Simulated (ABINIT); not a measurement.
# BAs (F-43m): G0W0 with ABINIT, start to end

How does a plane-wave GW calculation on BAs (F-43m) run from the first input to the gap?

Calculated with ABINIT 10.8.3; PBE and many-body steps on it, plane waves.

**The experiments to reproduce.**

- Gap 1.82 eV: indirect optical gap from absorption edge; UV-visible absorption; 300 K; bulk crystal (single crystal grown by chemical vapor transport) (“Basic Physical Properties of Cubic Boron Arsenide”, 2019, arxiv:1911.11281).

- Gap 4.12 eV: direct gap from square of absorption coefficient, average of two samples; spectroscopic ellipsometry; 300 K; bulk crystal (CVT-grown opaque bulk crystals) (“Optical properties of cubic boron arsenide”, 2019, arxiv:1911.04914).

- Gap 2.02 eV: indirect gap from square root of absorption coefficient, average of three samples; transmission and reflection spectroscopy; 300 K; bulk crystal (CVT-grown platelets about 10 um thick) (“Optical properties of cubic boron arsenide”, 2019, arxiv:1911.04914).

Most raw output is cut from this account.

**1. Starting point**

It takes space group F-43m (No. 216, cubic). The conventional cell has a = 4.777 Å, b = 4.777 Å, c = 4.777 Å, α = 90.00°, β = 90.00°, γ = 90.00°. Nearest to B lie 4 As at 2.07 Å. Nearest to As lie 4 B at 2.07 Å. Farther neighbours are not listed.

The cell and positions come from the Crystallography Open Database and are kept as given unless a step says otherwise.

**2. Ground state**

This step: ABINIT 10.8.3; DFT, PBE, plane waves, norm-conserving pseudopotentials.

The ground-state density comes first.

run.abi reads:

```
acell 3*1.0 Angstrom
rprim 
  -0.000000000000 2.388500000000 2.388500000000
  2.388500000000 -0.000000000000 2.388500000000
  2.388500000000 2.388500000000 -0.000000000000
ntypat 2
znucl 5 33
natom 2
typat 1 2
xred 
  0.000000000000 0.000000000000 0.000000000000
  0.250000000000 0.250000000000 0.250000000000
pp_dirpath "pseudos"
pseudos "B.upf, As.upf"
ecut 44
ngkpt 8 8 8
nshiftk 1
shiftk 0 0 0
kptopt 1
chksymbreak 0
nband 18
occopt 1
tolvrs 1e-10
nstep 60
prtwf 0
optforces 0
optstress 0
indata_prefix "in"
outdata_prefix "out"
tmpdata_prefix "tmp"
```

Command:

```bash
$ OMP_NUM_THREADS=1 mpirun -n 4 abinit run.abi > log
```

Run time: 16 s. Hardware: 4 MPI ranks of Arm Neoverse V1, shared host; peak memory 0.3 GiB; 63 s of CPU time.

This step gave:

- total energy: -8386.3532 eV
- gap: 1.208 eV
- k of the valence top: 0, 0, 0
- k of the conduction bottom: 0.375, 0.375, 0
- least direct gap: 3.289 eV

The gap is indirect, with the least direct gap 2.08 eV higher.

**3. Bands along the symmetry lines**

Levels along a band path, at the cheap level, show where the edges lie and whether the meshes to come will hold them.

run.abi reads:

```
acell 3*1.0 Angstrom
rprim 
  -0.000000000000 2.388500000000 2.388500000000
  2.388500000000 -0.000000000000 2.388500000000
  2.388500000000 2.388500000000 -0.000000000000
ntypat 2
znucl 5 33
natom 2
typat 1 2
xred 
  0.000000000000 0.000000000000 0.000000000000
  0.250000000000 0.250000000000 0.250000000000
pp_dirpath "pseudos"
pseudos "B.upf, As.upf"
ecut 44
iscf -2
irdden 1
kptopt 0
nkpt 50
kpt 
  0.00000000 0.00000000 0.00000000
  -0.06250000 -0.06250000 0.00000000
  -0.12500000 -0.12500000 0.00000000
  -0.18750000 -0.18750000 0.00000000
  -0.25000000 -0.25000000 0.00000000
  -0.31250000 -0.31250000 0.00000000
  -0.37500000 -0.37500000 0.00000000
  -0.43750000 -0.43750000 0.00000000
  -0.50000000 -0.50000000 0.00000000
  -0.48437500 -0.48437500 0.03125000
  -0.46875000 -0.46875000 0.06250000
  -0.45312500 -0.45312500 0.09375000
  -0.43750000 -0.43750000 0.12500000
  -0.42187500 -0.42187500 0.15625000
  -0.40625000 -0.40625000 0.18750000
  -0.39062500 -0.39062500 0.21875000
  -0.37500000 -0.37500000 0.25000000
  -0.37500000 0.00000000 0.37500000
  -0.32812500 0.00000000 0.32812500
  -0.28125000 0.00000000 0.28125000
  -0.23437500 0.00000000 0.23437500
  -0.18750000 0.00000000 0.18750000
  -0.14062500 0.00000000 0.14062500
  -0.09375000 0.00000000 0.09375000
  -0.04687500 0.00000000 0.04687500
  0.00000000 0.00000000 0.00000000
  0.00000000 0.00000000 0.06250000
  0.00000000 0.00000000 0.12500000
  0.00000000 0.00000000 0.18750000
  0.00000000 0.00000000 0.25000000
  0.00000000 0.00000000 0.31250000
  0.00000000 0.00000000 0.37500000
  0.00000000 0.00000000 0.43750000
  -0.00000000 -0.00000000 0.50000000
  -0.06250000 -0.03125000 0.46875000
  -0.12500000 -0.06250000 0.43750000
  -0.18750000 -0.09375000 0.40625000
  -0.25000000 -0.12500000 0.37500000
  -0.31250000 -0.15625000 0.34375000
  -0.37500000 -0.18750000 0.31250000
  -0.43750000 -0.21875000 0.28125000
  -0.50000000 -0.25000000 0.25000000
  -0.50000000 -0.28125000 0.21875000
  -0.50000000 -0.31250000 0.18750000
  -0.50000000 -0.34375000 0.15625000
  -0.50000000 -0.37500000 0.12500000
  -0.50000000 -0.40625000 0.09375000
  -0.50000000 -0.43750000 0.06250000
  -0.50000000 -0.46875000 0.03125000
  -0.50000000 -0.50000000 0.00000000
istwfk *1
nband 20
nbdbuf 2
tolwfr 1e-08
nstep 40
prtwf 0
prtvol 0
indata_prefix "in"
outdata_prefix "out"
tmpdata_prefix "tmp"
```

Wall time 13 s (4 MPI ranks); peak memory 0.28 GiB.

This step gave:

* gap: 1.208 eV
* k of the valence top: 0, 0, 0
* k of the conduction bottom: -0.375, -0.375, 0
* least direct gap: 3.289 eV

The gap is 1.208 eV, as in the run before at this level.

Electronic bands along the path, in eV, zero at the top of the highest filled band:

```tsv
point	band 10	band 11	band 12	band 13	band 14	band 15	band 16	band 17
Γ	-15.40	0.00	0.00	0.00	3.29	3.29	3.29	4.68
halfway	-14.06	-4.10	-2.70	-2.70	1.67	4.55	7.42	7.42
X	-11.22	-8.51	-4.07	-4.07	1.45	1.46	11.40	11.40
halfway	-11.19	-8.41	-4.90	-3.92	1.61	2.81	10.72	10.82
U	-11.27	-8.13	-5.94	-3.48	2.06	5.56	9.24	9.78
jump to K	-11.27	-8.13	-5.94	-3.48	2.06	5.56	9.24	9.78
halfway	-13.92	-5.13	-3.78	-1.13	3.99	4.92	5.80	7.01
Γ	-15.40	0.00	0.00	0.00	3.29	3.29	3.29	4.68
halfway	-14.40	-4.93	-1.15	-1.15	3.07	4.67	4.67	7.91
L	-12.53	-8.77	-1.82	-1.82	2.70	4.81	4.81	8.90
halfway	-11.96	-8.28	-4.55	-3.07	3.99	4.79	7.48	9.06
W	-11.07	-8.05	-5.48	-5.19	5.28	5.95	6.84	7.06
halfway	-11.15	-8.31	-4.81	-4.69	2.90	3.02	9.72	10.01
X	-11.22	-8.51	-4.07	-4.07	1.45	1.46	11.40	11.40
```

**4. Empty states on the mesh, 4×4×4 mesh, 82 bands**

The sums over transitions need many empty states on a uniform mesh; this step solves for them.

run.abi reads:

```
acell 3*1.0 Angstrom
rprim 
  -0.000000000000 2.388500000000 2.388500000000
  2.388500000000 -0.000000000000 2.388500000000
  2.388500000000 2.388500000000 -0.000000000000
ntypat 2
znucl 5 33
natom 2
typat 1 2
xred 
  0.000000000000 0.000000000000 0.000000000000
  0.250000000000 0.250000000000 0.250000000000
pp_dirpath "pseudos"
pseudos "B.upf, As.upf"
ecut 44
ngkpt 4 4 4
nshiftk 1
shiftk 0 0 0
kptopt 1
chksymbreak 0
irdden 1
istwfk *1
nband 82
prtvol 0
optdriver 6
gwr_task "HDIAGO"
paral_kgb 0
occopt 1
indata_prefix "in"
outdata_prefix "out"
tmpdata_prefix "tmp"
```

It took 29 s on 4 MPI ranks; peak memory 1.6 GiB; 1.9 min of CPU time.

Numbers from this step:

```
gap                                                           : 1.453 eV
k of the valence top                                          : 0, 0, 0
k of the conduction bottom                                    : 0.5, 0.5, 0
least direct gap                                              : 3.289 eV
k points computed                                             : 8
lowest point of the top converged band, above the valence top : 86.4587 eV
```

On this mesh the gap is 1.453 eV. The earlier step found 1.208 eV, so this mesh misses an edge.

**5. Screening, 4×4×4 mesh, 74 bands, screening to 163.3 eV**

The RPA dielectric matrix is built and inverted for each q.

This step: RPA screening on PBE, plane waves, norm-conserving pseudopotentials.

run.abi: that of step 4 with these lines changed.

```diff
@@ -20,10 +20,11 @@
 chksymbreak 0
-irdden 1
 istwfk *1
-nband 82
-prtvol 0
-optdriver 6
-gwr_task "HDIAGO"
-paral_kgb 0
 occopt 1
+irdwfk 1
+optdriver 3
+nband 74
+ecuteps 6
+inclvkb 2
+awtr 1
+symchi 1
 indata_prefix "in"
```

Wall time 12 s (4 MPI ranks); peak memory 0.54 GiB.

This step gave:

```
ε∞ with local fields, on this mesh, along the program's q direction : 13.98
the same without local fields                                       : 15.29
plasma frequency                                                    : 36.27 eV
plane waves in the screening matrix                                 : 137
```

Local fields lower ε∞ by 9 %. On a Γ-centred mesh this coarse the value itself is usually too large, while a short band sum pulls it down.

**6. Self-energy, 4×4×4 mesh, 74 bands, screening to 163.3 eV**

The self-energy is evaluated for the states that the input lists, and the levels follow from it, in one-shot runs by the linearised quasiparticle equation.

This step: G0W0 on PBE, plane waves, norm-conserving pseudopotentials.

run.abi: that of step 5 with these lines changed.

```diff
@@ -23,8 +23,17 @@
 irdwfk 1
-optdriver 3
+optdriver 4
 nband 74
+gwcalctyp 0
+ecutsigx 44
+symsigma 1
+nkptgw 2
+kptgw 
+  0.0000000000 0.0000000000 0.0000000000
+  0.5000000000 0.5000000000 0.0000000000
+bdgw 
+  11 16
+  12 15
 ecuteps 6
-inclvkb 2
-awtr 1
-symchi 1
+irdscr 1
+ppmodel 1
 indata_prefix "in"
```

Elapsed: 4.8 s, on 4 MPI ranks; peak memory 0.54 GiB.

Numbers from this step:

```
G0W0 gap on the points computed              : 1.912 eV
starting gap on the mesh                     : 1.453 eV
k of the valence top                         : 0, 0, 0
k of the conduction bottom                   : 0.5, 0.5, 0
Z at the valence top                         : 0.808
Z at the conduction bottom                   : 0.818
least direct G0W0 gap on the computed points : 4.108 eV
```

The gap on the mesh goes from 1.45 eV to 1.91 eV, a correction of +0.46 eV. The start differs from the 1.21 eV found before because the two sample other k points.

Limits: finite bands, cutoff and mesh; no spin-orbit coupling; coarse k mesh. v1 is the top filled band, c1 the lowest empty one. Levels before and after the correction, in eV, zero at the valence-band top of each column:

```tsv
	conduction bottom	valence top
Kohn-Sham	1.45	0.00
G0W0	1.91	0.00
```

```tsv
	level	energy (eV)
Kohn-Sham	Γ v3-v1	0.000
Kohn-Sham	Γ c1-c3	3.289
Kohn-Sham	(0.5 0.5 0) v2-v1	-4.073
Kohn-Sham	(0.5 0.5 0) c1	1.453
Kohn-Sham	(0.5 0.5 0) c2	1.458
G0W0	Γ v3-v1	0.000
G0W0	Γ c1-c3	4.108
G0W0	(0.5 0.5 0) v2-v1	-4.344
G0W0	(0.5 0.5 0) c1	1.912
G0W0	(0.5 0.5 0) c2	1.993
```

**7. Where the time went**

Times are wall times on 4 MPI ranks of Arm Neoverse V1, shared host, good to a factor of about two.

```tsv
step	time	share	memory (GiB)
ground state	16 s	21 %	0.3
bands along the symmetry lines	13 s	17 %	0.28
empty states on the mesh	29 s	39 %	1.6
screening	12 s	16 %	0.54
self-energy	4.8 s	6 %	0.54
```

**8. What came out**

| Property | Result |
| --- | --- |
| PBE gap | 1.21 eV, indirect |
| G0W0 gap on the mesh | 1.91 eV |
| G0W0 gap over the zone (rigid shift) | 1.67 eV |
| GW settings | 4×4×4 mesh, 74 bands, screening to 163.3 eV, Godby-Needs plasmon pole |
| known limits | not at the basis limit; no spin-orbit coupling; coarse k mesh |

**Reading.** G0W0 moves the gap on the mesh from 1.45 eV to 1.91 eV (+0.46 eV), with Z of 0.81 and 0.82 at the edges. The mesh misses the band edges by 0.25 eV in all; a rigid shift gives 1.67 eV for the zone. Local fields lower the RPA ε∞ on this mesh from 15.29 to 13.98; a Γ-centred mesh this coarse tends to raise both, most where the direct gap is narrow, while a short band sum lowers them. Only 2 of the mesh's irreducible points were corrected, so a valley elsewhere could overtake. The dearest step here is «empty states on the mesh». Against experiment, by G0W0@PBE: the gap of 1.67 eV lies −0.15 eV from the measured 1.82 eV (indirect, 300 K, 2019); the direct gap of 4.11 eV lies −0.01 eV from the measured 4.12 eV (direct, 300 K, 2019); the gap of 1.67 eV lies −0.35 eV from the measured 2.02 eV (indirect, 300 K, 2019). An exciton line or allowed optical edge lies below the quasiparticle gap by the binding energy; a forbidden edge can push the onset above it. The calculation has static nuclei and no excitons; a measured gap holds zero-point and thermal motion, which mostly lowers it. Bands and cutoff are finite, so the gap is not at the basis limit. The miss can reach some tenths of an eV and take either sign; the mesh is an error of its own. In the G0W0 run levels were corrected at 2 k points alone, so a gap called «on the mesh» is the least over those, and an edge elsewhere would be missed. A denser mesh or path gives a starting gap of 1.21 eV: the GW mesh misses a band edge, so its gaps are not the fundamental one. The 4×4×4 mesh is coarse for this cell, which bears on the long-range parts of exchange and screening. The many-body steps are scalar-relativistic: spin-orbit coupling is not in them.

[Paths, hosts, dates, memory and timing lines, banners, echoed tables and standing remarks are left out of the program output.]

[Logs are printed without paths, hosts, clocks, repeated set-up lines and the standing remarks that a program may print on its own settings, such as how far it seeks lower states.]

[Runs of the session that timed out or met a known fault of the program may be left out.]

[Hosts, paths, dates, database ids (printed as entryN), source tags and the programs' standing remarks are cut or masked in the printed files.]

[G0W0 gaps are taken among the corrected bands and points alone; a level outside them can change the order at an edge.]

[Where Ansatz stands beside ABINIT at settings called matched, ABINIT's density can come from a denser mesh and the files from another edition; pairs whose starting gaps differed by over 0.03 eV were left out, so agreement reads better than it is.]
